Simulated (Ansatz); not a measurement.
## S on Ru(0001): change of the work function

How does S on the fcc site change the work function of Ru(0001) as the layer fills?

Program: Ansatz 0.2.0. Level of theory: plane-wave DFT, PBE, Ansatz PAW. Results are calculated unless marked as measured.

## Step 1: The starting structure

The cell holds 4 atoms: 4 Ru. Cell: a = 2.700 Å, b = 2.700 Å, c = 24.415 Å, α = 90.0°, β = 90.0°, γ = 60.0°. Vacuum lies along c.

## Step 2: The clean slab

The bare slab comes first, as the zero from which every change is counted. The two lowest layers are held at bulk places and the upper ones relax. The dipole correction removes the false field that a one-sided slab makes across the periodic vacuum, so each face gets a flat vacuum level of its own.

input.yaml

```yaml
crystal:
  lattice:
    - [2.7, 0.0, 0.0]
    - [1.35, 2.3382685902, 0.0]
    - [0.0, 0.0, 24.4152]
  atoms:
    - { symbol: Ru, position: [0.6666666667, 0.6666666667, 0.3686228251] }
    - { symbol: Ru, position: [0.0, 0.0, 0.4562076084] }
    - { symbol: Ru, position: [0.6666666667, 0.6666666667, 0.5437923916] }
    - { symbol: Ru, position: [0.0, 0.0, 0.6313771749] }
kpoints:
  mp_grid: { grid: [12, 12, 1] }
hamiltonian:
  xc: pbe
scf:
  occupations: { method: fermi_dirac, width: 0.1 }
  convergence: { dr2_threshold: 1.0e-08 }
efield:
  axis: 3
  dipole_correction: true
  ramp_position: 0.97
  ramp_width: 0.06
relax:
  f_tol: 0.02
  max_steps: 60
  constraints: [{ sites: [0, 1] }]
output:
  write_potential: true
  write_density: true
  volumetric_format: npy
```

Run with:

```sh
> ansatz run input.yaml --threads 4 --pin off --max-ram 16384MiB --backend cpu --events-out ev --progress --plain --runs-dir out
```

Numbers of over 12 decimals in the logs are rounded to 6 here.

The program printed:

```text
Engine: ansatz 0.2.0, aarch64-unknown-linux-gnu
Pseudopotentials: kind: paw
Pseudopotential: Ru, paw, valence charge 16, recommended cutoff 420 eV (normal), Ru.paw.azcp
Functional definition: PBE
  parameter kappa = 0.804
  parameter beta = 0.066725
  exchange = pbe_x(kappa = kappa, mu = beta*pi^2/3)
  correlation = pbe_c(beta = beta)
Crystal: 4 atoms, lattice volume = 154.141 Å³
Basis set: ecut = 420 eV, 3063 PW (Γ), exchange–correlation on 40×40×360 points (8 copies of the dense FFT grid, shifted against one another)
Bands: 39, of which v1, the nominal top of the filled ones, is band 32 counted from 1 (31 counted from 0)
Symmetry: 6 space group operations
k-points: 19 of 144 (time reversal used)
Non-local potential: Ru, projectors of the file, l = 0: 3, l = 1: 2, l = 2: 2, l = 3: 1
PAW form: soft (Blöchl's): semilocal exchange-correlation on the pseudo side does not see the compensation charge
PAW one-centre angular grid: Ru, 590 points (default); XC on 64 Gauss nodes
Initial density: superposition of atomic densities (neutral atoms: chi_scale 0, normalization atom), corrected by the library's trained network
Initial wavefunctions: pseudopotential atomic-orbital guess
Functional: x = pbe(κ = 0.804, μ = 0.219515), c = pbe(β = 0.066725)
SCF iter   1: F=—  HF=-23512.726011 eV  |F-HF|=—  |Δ(HF+E_count)|=         —  Δρ=8.02e-3  dr2=4.20e-1  ethr=1.77e-3  p=0.000 e·Å  D=2.55e-14 V/Å  ΔV_dip=-0.00 eV  dr2_dipole=4.18e-8  V_vac-E_F(+/−)=4.75/4.75 eV  ⟨swp⟩=7.4  Hψ=3258  notcnv=0
efield: sawtooth ramp at fractional position 0.9700 (set: `efield.ramp_position`, or a place that a band, a saddle search or an elastic batch's reference lends), width 0.0600; the density the first Hamiltonian is built on has a dipole p = 0.000 e·Å; the dipole correction subtracts the counter field D = 2.55e-14 V/Å, which shifts the + side's vacuum level by -0.00 eV against the − side's; the planar-averaged density in the ramp window peaks in size at 5.1e-6 e/Å³
preconditioner: auto → LDOS  [metal: Δε(μ)=0.040 eV  Ē_g=4.722 eV  σ=0.100 eV  W_gap=0.10  n_scr=18 (ndim 8)  ℏωp=16.9 eV  f_vac=0.584  D(μ)=4.50/eV (n_scr^D=16)  β→1.0]
SCF iter   2: F=—  HF=-23512.720745 eV  |F-HF|=—  |Δ(HF+E_count)|=   5.27e-3  Δρ=3.31e-3  dr2=3.80e-2  ethr=6.57e-4  p=-0.000 e·Å  D=-1.91e-5 V/Å  ΔV_dip=0.00 eV  dr2_dipole=4.73e-7  V_vac-E_F(+/−)=5.00/5.00 eV  ⟨swp⟩=1.5  Hψ=919  notcnv=0
SCF iter   3: F=—  HF=-23512.717886 eV  |F-HF|=—  |Δ(HF+E_count)|=   2.86e-3  Δρ=6.79e-4  dr2=8.55e-4  ethr=5.94e-5  p=-0.000 e·Å  D=-7.45e-6 V/Å  ΔV_dip=0.00 eV  dr2_dipole=3.12e-7  V_vac-E_F(+/−)=5.05/5.05 eV  ⟨swp⟩=2.0  Hψ=932  notcnv=0
SCF iter   4: F=—  HF=-23512.717814 eV  |F-HF|=—  |Δ(HF+E_count)|=   7.16e-5  Δρ=1.58e-4  dr2=1.09e-4  ethr=1.34e-6  p=-0.000 e·Å  D=-6.72e-6 V/Å  ΔV_dip=0.00 eV  dr2_dipole=3.71e-8  V_vac-E_F(+/−)=5.07/5.07 eV  ⟨swp⟩=2.1  Hψ=1171  notcnv=0
SCF iter   5: F=—  HF=-23512.717807 eV  |F-HF|=—  |Δ(HF+E_count)|=   7.22e-6  Δρ=5.25e-5  dr2=8.28e-6  ethr=1.71e-7  p=0.000 e·Å  D=1.09e-6 V/Å  ΔV_dip=-0.00 eV  dr2_dipole=6.52e-10  V_vac-E_F(+/−)=5.08/5.08 eV  ⟨swp⟩=2.2  Hψ=1114  notcnv=0
SCF iter   6: F=—  HF=-23512.717808 eV  |F-HF|=—  |Δ(HF+E_count)|=   7.84e-7  Δρ=2.85e-5  dr2=1.76e-6  ethr=1.29e-8  p=-0.000 e·Å  D=-2.98e-6 V/Å  ΔV_dip=0.00 eV  dr2_dipole=1.16e-11  V_vac-E_F(+/−)=5.09/5.09 eV  ⟨swp⟩=3.0  Hψ=1433  notcnv=0
SCF iter   7: F=—  HF=-23512.717807 eV  |F-HF|=—  |Δ(HF+E_count)|=   1.27e-7  Δρ=8.99e-6  dr2=2.28e-7  ethr=2.75e-9  p=0.000 e·Å  D=5.84e-8 V/Å  ΔV_dip=-0.00 eV  dr2_dipole=4.45e-11  V_vac-E_F(+/−)=5.09/5.09 eV  ⟨swp⟩=2.5  Hψ=1217  notcnv=0
SCF iter   8: F=—  HF=-23512.717808 eV  |F-HF|=—  |Δ(HF+E_count)|=   1.93e-7  Δρ=3.54e-6  dr2=2.81e-8  ethr=3.56e-10  p=-0.000 e·Å  D=-1.02e-7 V/Å  ΔV_dip=0.00 eV  dr2_dipole=1.70e-14  V_vac-E_F(+/−)=5.09/5.09 eV  ⟨swp⟩=2.8  Hψ=1346  notcnv=0
SCF iter   9: F=-23512.717808 eV  HF=-23512.717808 eV  |F-HF|=1.65e-9  |Δ(HF+E_count)|=   2.22e-8  Δρ=1.12e-6  dr2=1.93e-9  ethr=1.56e-11  p=-0.000 e·Å  D=-1.49e-7 V/Å  ΔV_dip=0.00 eV  dr2_dipole=2.06e-13  V_vac-E_F(+/−)=5.09/5.09 eV  ⟨swp⟩=10.6  Hψ=5507  notcnv=0
SCF 1 converged in 9 iterations: F = -23512.717808 eV  dr2 = 1.93e-9
  greatest PAW one-centre occupation: 0.998 electrons in one spin orbital (limit 2), on the Ru atom at site 3 (counted from 0), in its partial waves of l = 0
relax step   1: F+E_penalty+E_count = -23512.71780769 eV  Δ(F+E_penalty+E_count) = +0.000e0 eV  max|allowed force component| = 5.365e-1 eV/Å  Δτ_max = 0.0000 Å  (9 SCF iters, accepted)
Initial density: handed on by an earlier stage of this run
Initial wavefunctions: those handed on with the density
iter 1 solved again at ethr=2.79e-4 eV; its pass at ethr=3.10e-3 eV (dr2=1.79e-1 eV) is discarded
SCF iter   1: F=—  HF=-23512.732681 eV  |F-HF|=—  |Δ(HF+E_count)|=         —  Δρ=4.18e-3  dr2=1.61e-1  ethr=2.79e-4  p=-0.000 e·Å  D=-3.92e-8 V/Å  ΔV_dip=0.00 eV  dr2_dipole=5.05e-2  V_vac-E_F(+/−)=5.08/5.08 eV  ⟨swp⟩=1.4  Hψ=2246  notcnv=0
efield: sawtooth ramp at fractional position 0.9700 (set: `efield.ramp_position`, or a place that a band, a saddle search or an elastic batch's reference lends), width 0.0600; the density the first Hamiltonian is built on has a dipole p = -0.000 e·Å; the dipole correction subtracts the counter field D = -3.92e-8 V/Å, which shifts the + side's vacuum level by +0.00 eV against the − side's; the planar-averaged density in the ramp window peaks in size at 1.2e-6 e/Å³
preconditioner: auto → LDOS  [metal: Δε(μ)=0.011 eV  Ē_g=4.777 eV  σ=0.100 eV  W_gap=0.03  n_scr=18 (ndim 8)  ℏωp=16.9 eV  f_vac=0.589  D(μ)=4.80/eV (n_scr^D=18)  β→1.0]
SCF iter   2: F=—  HF=-23512.729634 eV  |F-HF|=—  |Δ(HF+E_count)|=   3.05e-3  Δρ=1.47e-3  dr2=8.73e-3  ethr=2.51e-4  p=0.001 e·Å  D=1.54e-3 V/Å  ΔV_dip=-0.04 eV  dr2_dipole=1.08e-3  V_vac-E_F(+/−)=5.04/5.07 eV  ⟨swp⟩=1.8  Hψ=865  notcnv=0
SCF iter   3: F=—  HF=-23512.729688 eV  |F-HF|=—  |Δ(HF+E_count)|=   5.40e-5  Δρ=1.46e-3  dr2=8.06e-3  ethr=1.36e-5  p=0.002 e·Å  D=1.78e-3 V/Å  ΔV_dip=-0.04 eV  dr2_dipole=1.74e-4  V_vac-E_F(+/−)=5.04/5.08 eV  ⟨swp⟩=2.9  Hψ=1565  notcnv=0
SCF iter   4: F=—  HF=-23512.727755 eV  |F-HF|=—  |Δ(HF+E_count)|=   1.93e-3  Δρ=1.69e-4  dr2=7.46e-5  ethr=1.26e-5  p=0.001 e·Å  D=1.75e-3 V/Å  ΔV_dip=-0.04 eV  dr2_dipole=2.30e-6  V_vac-E_F(+/−)=5.03/5.07 eV  ⟨swp⟩=2.4  Hψ=1137  notcnv=0
SCF iter   5: F=—  HF=-23512.727757 eV  |F-HF|=—  |Δ(HF+E_count)|=   2.03e-6  Δρ=6.38e-5  dr2=1.06e-5  ethr=1.17e-7  p=0.001 e·Å  D=1.73e-3 V/Å  ΔV_dip=-0.04 eV  dr2_dipole=2.00e-7  V_vac-E_F(+/−)=5.03/5.07 eV  ⟨swp⟩=3.2  Hψ=1576  notcnv=0
SCF iter   6: F=—  HF=-23512.727763 eV  |F-HF|=—  |Δ(HF+E_count)|=   5.90e-6  Δρ=2.64e-5  dr2=1.28e-6  ethr=1.66e-8  p=0.001 e·Å  D=1.75e-3 V/Å  ΔV_dip=-0.04 eV  dr2_dipole=6.23e-9  V_vac-E_F(+/−)=5.03/5.07 eV  ⟨swp⟩=2.3  Hψ=1096  notcnv=0
SCF iter   7: F=—  HF=-23512.727764 eV  |F-HF|=—  |Δ(HF+E_count)|=   6.93e-7  Δρ=6.73e-6  dr2=1.28e-7  ethr=2.01e-9  p=0.002 e·Å  D=1.77e-3 V/Å  ΔV_dip=-0.04 eV  dr2_dipole=1.80e-8  V_vac-E_F(+/−)=5.03/5.07 eV  ⟨swp⟩=3.2  Hψ=1481  notcnv=0
SCF iter   8: F=—  HF=-23512.727764 eV  |F-HF|=—  |Δ(HF+E_count)|=   1.54e-7  Δρ=2.57e-6  dr2=1.73e-8  ethr=2.01e-10  p=0.002 e·Å  D=1.76e-3 V/Å  ΔV_dip=-0.04 eV  dr2_dipole=5.74e-11  V_vac-E_F(+/−)=5.03/5.07 eV  ⟨swp⟩=2.6  Hψ=1265  notcnv=0
SCF iter   9: F=-23512.727764 eV  HF=-23512.727764 eV  |F-HF|=1.10e-8  |Δ(HF+E_count)|=   8.54e-8  Δρ=8.42e-7  dr2=1.45e-9  ethr=1.56e-11  p=0.002 e·Å  D=1.77e-3 V/Å  ΔV_dip=-0.04 eV  dr2_dipole=8.76e-11  V_vac-E_F(+/−)=5.03/5.07 eV  ⟨swp⟩=10.9  Hψ=5451  notcnv=0
SCF 2 converged in 9 iterations: F = -23512.727764 eV  dr2 = 1.45e-9
relax step   2: F+E_penalty+E_count = -23512.72776402 eV  Δ(F+E_penalty+E_count) = -9.956e-3 eV  max|allowed force component| = 2.640e-1 eV/Å  Δτ_max = 0.0631 Å  (9 SCF iters, accepted)
SCF iter   1: F=—  HF=-23512.732127 eV  |F-HF|=—  |Δ(HF+E_count)|=         —  Δρ=2.15e-3  dr2=4.13e-2  ethr=5.39e-4  p=0.002 e·Å  D=1.77e-3 V/Å  ΔV_dip=-0.04 eV  dr2_dipole=1.13e-2  V_vac-E_F(+/−)=5.03/5.08 eV  ⟨swp⟩=2.5  Hψ=1222  notcnv=0
efield: sawtooth ramp at fractional position 0.9700 (set: `efield.ramp_position`, or a place that a band, a saddle search or an elastic batch's reference lends), width 0.0600; the density the first Hamiltonian is built on has a dipole p = 0.002 e·Å; the dipole correction subtracts the counter field D = 1.77e-3 V/Å, which shifts the + side's vacuum level by -0.04 eV against the − side's; the planar-averaged density in the ramp window peaks in size at 1.5e-6 e/Å³
preconditioner: auto → LDOS  [metal: Δε(μ)=0.014 eV  Ē_g=4.748 eV  σ=0.100 eV  W_gap=0.03  n_scr=18 (ndim 8)  ℏωp=16.9 eV  f_vac=0.586  D(μ)=4.73/eV (n_scr^D=18)  β→1.0]
SCF iter   2: F=—  HF=-23512.731430 eV  |F-HF|=—  |Δ(HF+E_count)|=   6.97e-4  Δρ=7.28e-4  dr2=2.45e-3  ethr=6.45e-5  p=0.001 e·Å  D=1.56e-3 V/Å  ΔV_dip=-0.04 eV  dr2_dipole=5.81e-4  V_vac-E_F(+/−)=5.04/5.08 eV  ⟨swp⟩=1.3  Hψ=911  notcnv=0
SCF iter   3: F=—  HF=-23512.731343 eV  |F-HF|=—  |Δ(HF+E_count)|=   8.72e-5  Δρ=6.75e-4  dr2=1.60e-3  ethr=3.83e-6  p=0.001 e·Å  D=1.09e-3 V/Å  ΔV_dip=-0.03 eV  dr2_dipole=1.21e-4  V_vac-E_F(+/−)=5.05/5.07 eV  ⟨swp⟩=3.1  Hψ=1548  notcnv=0
SCF iter   4: F=—  HF=-23512.731020 eV  |F-HF|=—  |Δ(HF+E_count)|=   3.23e-4  Δρ=9.48e-5  dr2=2.67e-5  ethr=2.50e-6  p=0.001 e·Å  D=1.20e-3 V/Å  ΔV_dip=-0.03 eV  dr2_dipole=7.96e-8  V_vac-E_F(+/−)=5.05/5.07 eV  ⟨swp⟩=2.0  Hψ=1076  notcnv=0
SCF iter   5: F=—  HF=-23512.731020 eV  |F-HF|=—  |Δ(HF+E_count)|=   6.03e-7  Δρ=2.91e-5  dr2=1.95e-6  ethr=4.17e-8  p=0.001 e·Å  D=1.21e-3 V/Å  ΔV_dip=-0.03 eV  dr2_dipole=2.55e-7  V_vac-E_F(+/−)=5.04/5.07 eV  ⟨swp⟩=3.1  Hψ=1467  notcnv=0
SCF iter   6: F=—  HF=-23512.731025 eV  |F-HF|=—  |Δ(HF+E_count)|=   4.88e-6  Δρ=1.06e-5  dr2=2.20e-7  ethr=3.05e-9  p=0.001 e·Å  D=1.21e-3 V/Å  ΔV_dip=-0.03 eV  dr2_dipole=2.08e-9  V_vac-E_F(+/−)=5.05/5.07 eV  ⟨swp⟩=2.2  Hψ=1072  notcnv=0
SCF iter   7: F=—  HF=-23512.731026 eV  |F-HF|=—  |Δ(HF+E_count)|=   3.04e-7  Δρ=3.59e-6  dr2=4.54e-8  ethr=3.44e-10  p=0.001 e·Å  D=1.20e-3 V/Å  ΔV_dip=-0.03 eV  dr2_dipole=5.43e-9  V_vac-E_F(+/−)=5.05/5.07 eV  ⟨swp⟩=2.9  Hψ=1360  notcnv=0
SCF iter   8: F=-23512.731026 eV  HF=-23512.731026 eV  |F-HF|=2.10e-8  |Δ(HF+E_count)|=   4.07e-8  Δρ=1.12e-6  dr2=4.97e-9  ethr=1.56e-11  p=0.001 e·Å  D=1.20e-3 V/Å  ΔV_dip=-0.03 eV  dr2_dipole=1.47e-10  V_vac-E_F(+/−)=5.05/5.08 eV  ⟨swp⟩=10.9  Hψ=5658  notcnv=0
SCF 3 converged in 8 iterations: F = -23512.731026 eV  dr2 = 4.97e-9
relax step   3: F+E_penalty+E_count = -23512.73102571 eV  Δ(F+E_penalty+E_count) = -3.262e-3 eV  max|allowed force component| = 1.726e-2 eV/Å  Δτ_max = 0.0292 Å  (8 SCF iters, accepted)
NSCF: frozen V_eff on 19 k-points
the band table was solved once a step of the walk had ended and its energy, with any forces and stress, was formed, with the checks that follow a solve (3207 applications of the Hamiltonian). They found nothing against the state; the energy, forces and stress were not computed again (output.eigenvalues in the input reference)
WARN: The input density's exchange-correlation potential varies sharply where the density is thin. Do not read a vacuum level from v_tot or v_xc, or from such a field of the output density. On a cell that repeats whose density bears no net charge and no dipole along the vacuum's axis use v_es (v_loc + v_h of the components); under efield.dipole_correction with no amplitude use v_es + v_field, which holds any external [...]
SCF converged after 8 iterations
Free energy (F): -23512.731026 eV
Harris-Foulkes:  -23512.731026 eV  (|F-HF|=2.10e-8)
Internal energy: -23512.573717 eV  (E = F + TS)
E sigma→0 (E₀):  -23512.652371 eV
Entropy (-TS):   -0.157309 eV (-39.327 meV/atom)
Fermi energy:    5.070094 eV
Dipole field:    D = 0.001218 V/Å  (p = 0.001038 e·Å, saw-weighted, corrected)
Work function:   Φ+ = 5.0457 eV   Φ− = 5.0754 eV
Levels:          The Fermi level and band energies are counted from a zero that moves with the ramp; work functions are not
--- Per-component energies (eV) ---
  E_band       = -1382.396250
  E_kinetic    = 2053.424202
  E_local      = -108450.119539  (includes V_loc(G=0)·N_el)
  E_nonlocal   = 1374.134429
  E_hartree    = 52740.331170
  E_xc         = -759.224491
  E_vxc        = -952.769082  (∫ρ·V_xc dr)
  E_paw        = -13843.557206  (= ΣΔE_a)
  E_vpaw       = -887.740778  (= ΣTr[D̂ρ^β])
  E_aug_tail   = -0.000773  (compensation charges beyond the density's cutoff)
  E_efield     = 0.000001  (sawtooth field / dipole correction)
  E_vefield    = 0.000284  (∫n·V_field dr)
  E_ewald      = 43372.438490
  E_smearing   = -0.157309  (= −TS)
  E_closure    = -0.000000  (closes the sum)
  Σ components = -23512.731026   (vs F -23512.731026, Δ=0.00e0)
--- Forces (eV/Å), atoms counted from 1 ---
  atom   1  Ru     0.00000000    -0.00000000     0.47191100
  atom   2  Ru    -0.00000000     0.00000000    -0.45864794
  atom   3  Ru    -0.00000000    -0.00000000    -0.01725956
  atom   4  Ru    -0.00000000    -0.00000000     0.00398370
  max |Σ_I F_I| component: 1.28e-5 eV/Å
--- Band table (eV; the first three rows and the last of 19) ---
  k-point 0: bands = [... 28 lower, 3.1032, 3.1032, 3.3035, 4.2564, 4.2564, 5.1708, 5.2356, 5.2356, ... 3 higher]
  k-point 1: bands = [... 28 lower, 3.1352, 3.2707, 3.3655, 4.0857, 4.2001, 4.6895, 4.9614, 5.1771, ... 3 higher]
  k-point 2: bands = [... 28 lower, 3.2004, 3.4733, 3.6256, 3.7607, 4.0789, 4.3168, 4.8058, 5.0858, ... 3 higher]
  k-point 18: bands = [... 28 lower, 3.0217, 3.8651, 4.4540, 5.7029, 5.7380, 5.7613, 6.1990, 6.2368, ... 3 higher]
--- Relaxed structure (3 steps of the walk, 3 accepted, 0 SCFs on fresh bases) ---
  F+E_penalty+E_count = -23512.73102571 eV   max|allowed force component| = 1.726e-2 eV/Å
  atoms:
    - { symbol: Ru, position: [0.666667, 0.666667, 0.3686228251] }
    - { symbol: Ru, position: [0.0, 0.0, 0.456208] }
    - { symbol: Ru, position: [0.666667, 0.666667, 0.544587] }
    - { symbol: Ru, position: [-1.39364845673726e-18, 0, 0.629989] }
```

The job ended after 9.2 s (4 threads of Arm Neoverse V1, shared host; peak memory 0.46 GiB).

Step by step:

```csv
step,energy less that of the first step (eV),largest force component (eV/Å)
1,0.0000,0.5365
2,-0.0100,0.2640
3,-0.0132,0.0173
```

Forces are held to the 6 operations that the run works with; a distortion that breaks them can't arise in this run.

The atoms that moved most (Å):

| atom | dx | dy | dz | length |
| --- | --- | --- | --- | --- |
| Ru4 | 0.000 | 0.000 | -0.034 | 0.034 |
| Ru3 | 0.000 | 0.000 | 0.019 | 0.019 |

This step gave:

| Item | Value |
| --- | --- |
| energy at zero smearing | -23512.6524 eV |
| work function, upper face | 5.046 eV |
| work function, lower face | 5.075 eV |
| dipole along the normal | 0.001038 e·Å |
| step between the vacuum levels | -0.02975 eV |

Running mean over 2.138 Å of the planar mean; the ramp of the sawtooth is left out. Table of electron's electrostatic potential energy less the Fermi level by z:

```
z (Å)  electron's electrostatic potential energy less the Fermi level (eV)
    3                                                                 5.08
    4                                                                 5.07
    5                                                                 5.07
    6                                                                 4.98
    7                                                                 3.94
    8                                                                -6.27
    9                                                                -14.2
   10                                                                -14.6
   11                                                                -14.8
   12                                                                -14.6
   13                                                                -14.9
   14                                                                -15.4
   15                                                                -14.8
   16                                                                -11.4
   17                                                                 1.85
   18                                                                 4.81
   19                                                                 5.03
   20                                                                 5.04
   21                                                                 5.05
```

The relaxation took 3 steps and lowered the energy by 0.013 eV; the largest force on the free atoms ends at 0.017 eV/Å.

The work function of the upper face is 5.05 eV.

[end of part 1 of 4]

[Logs are printed without paths, hosts, clocks, repeated set-up lines and the standing remarks that a program may print on its own settings, such as how far it seeks lower states.]

[Hosts, paths, dates, database ids (printed as entryN), source tags and the programs' standing remarks are cut or masked in the printed files.]

[Maps of the electrostatic potential energy from Ansatz leave out the sawtooth potential of an applied field or a dipole correction, so their vacuum need not be flat; planar profiles and work functions include it.]
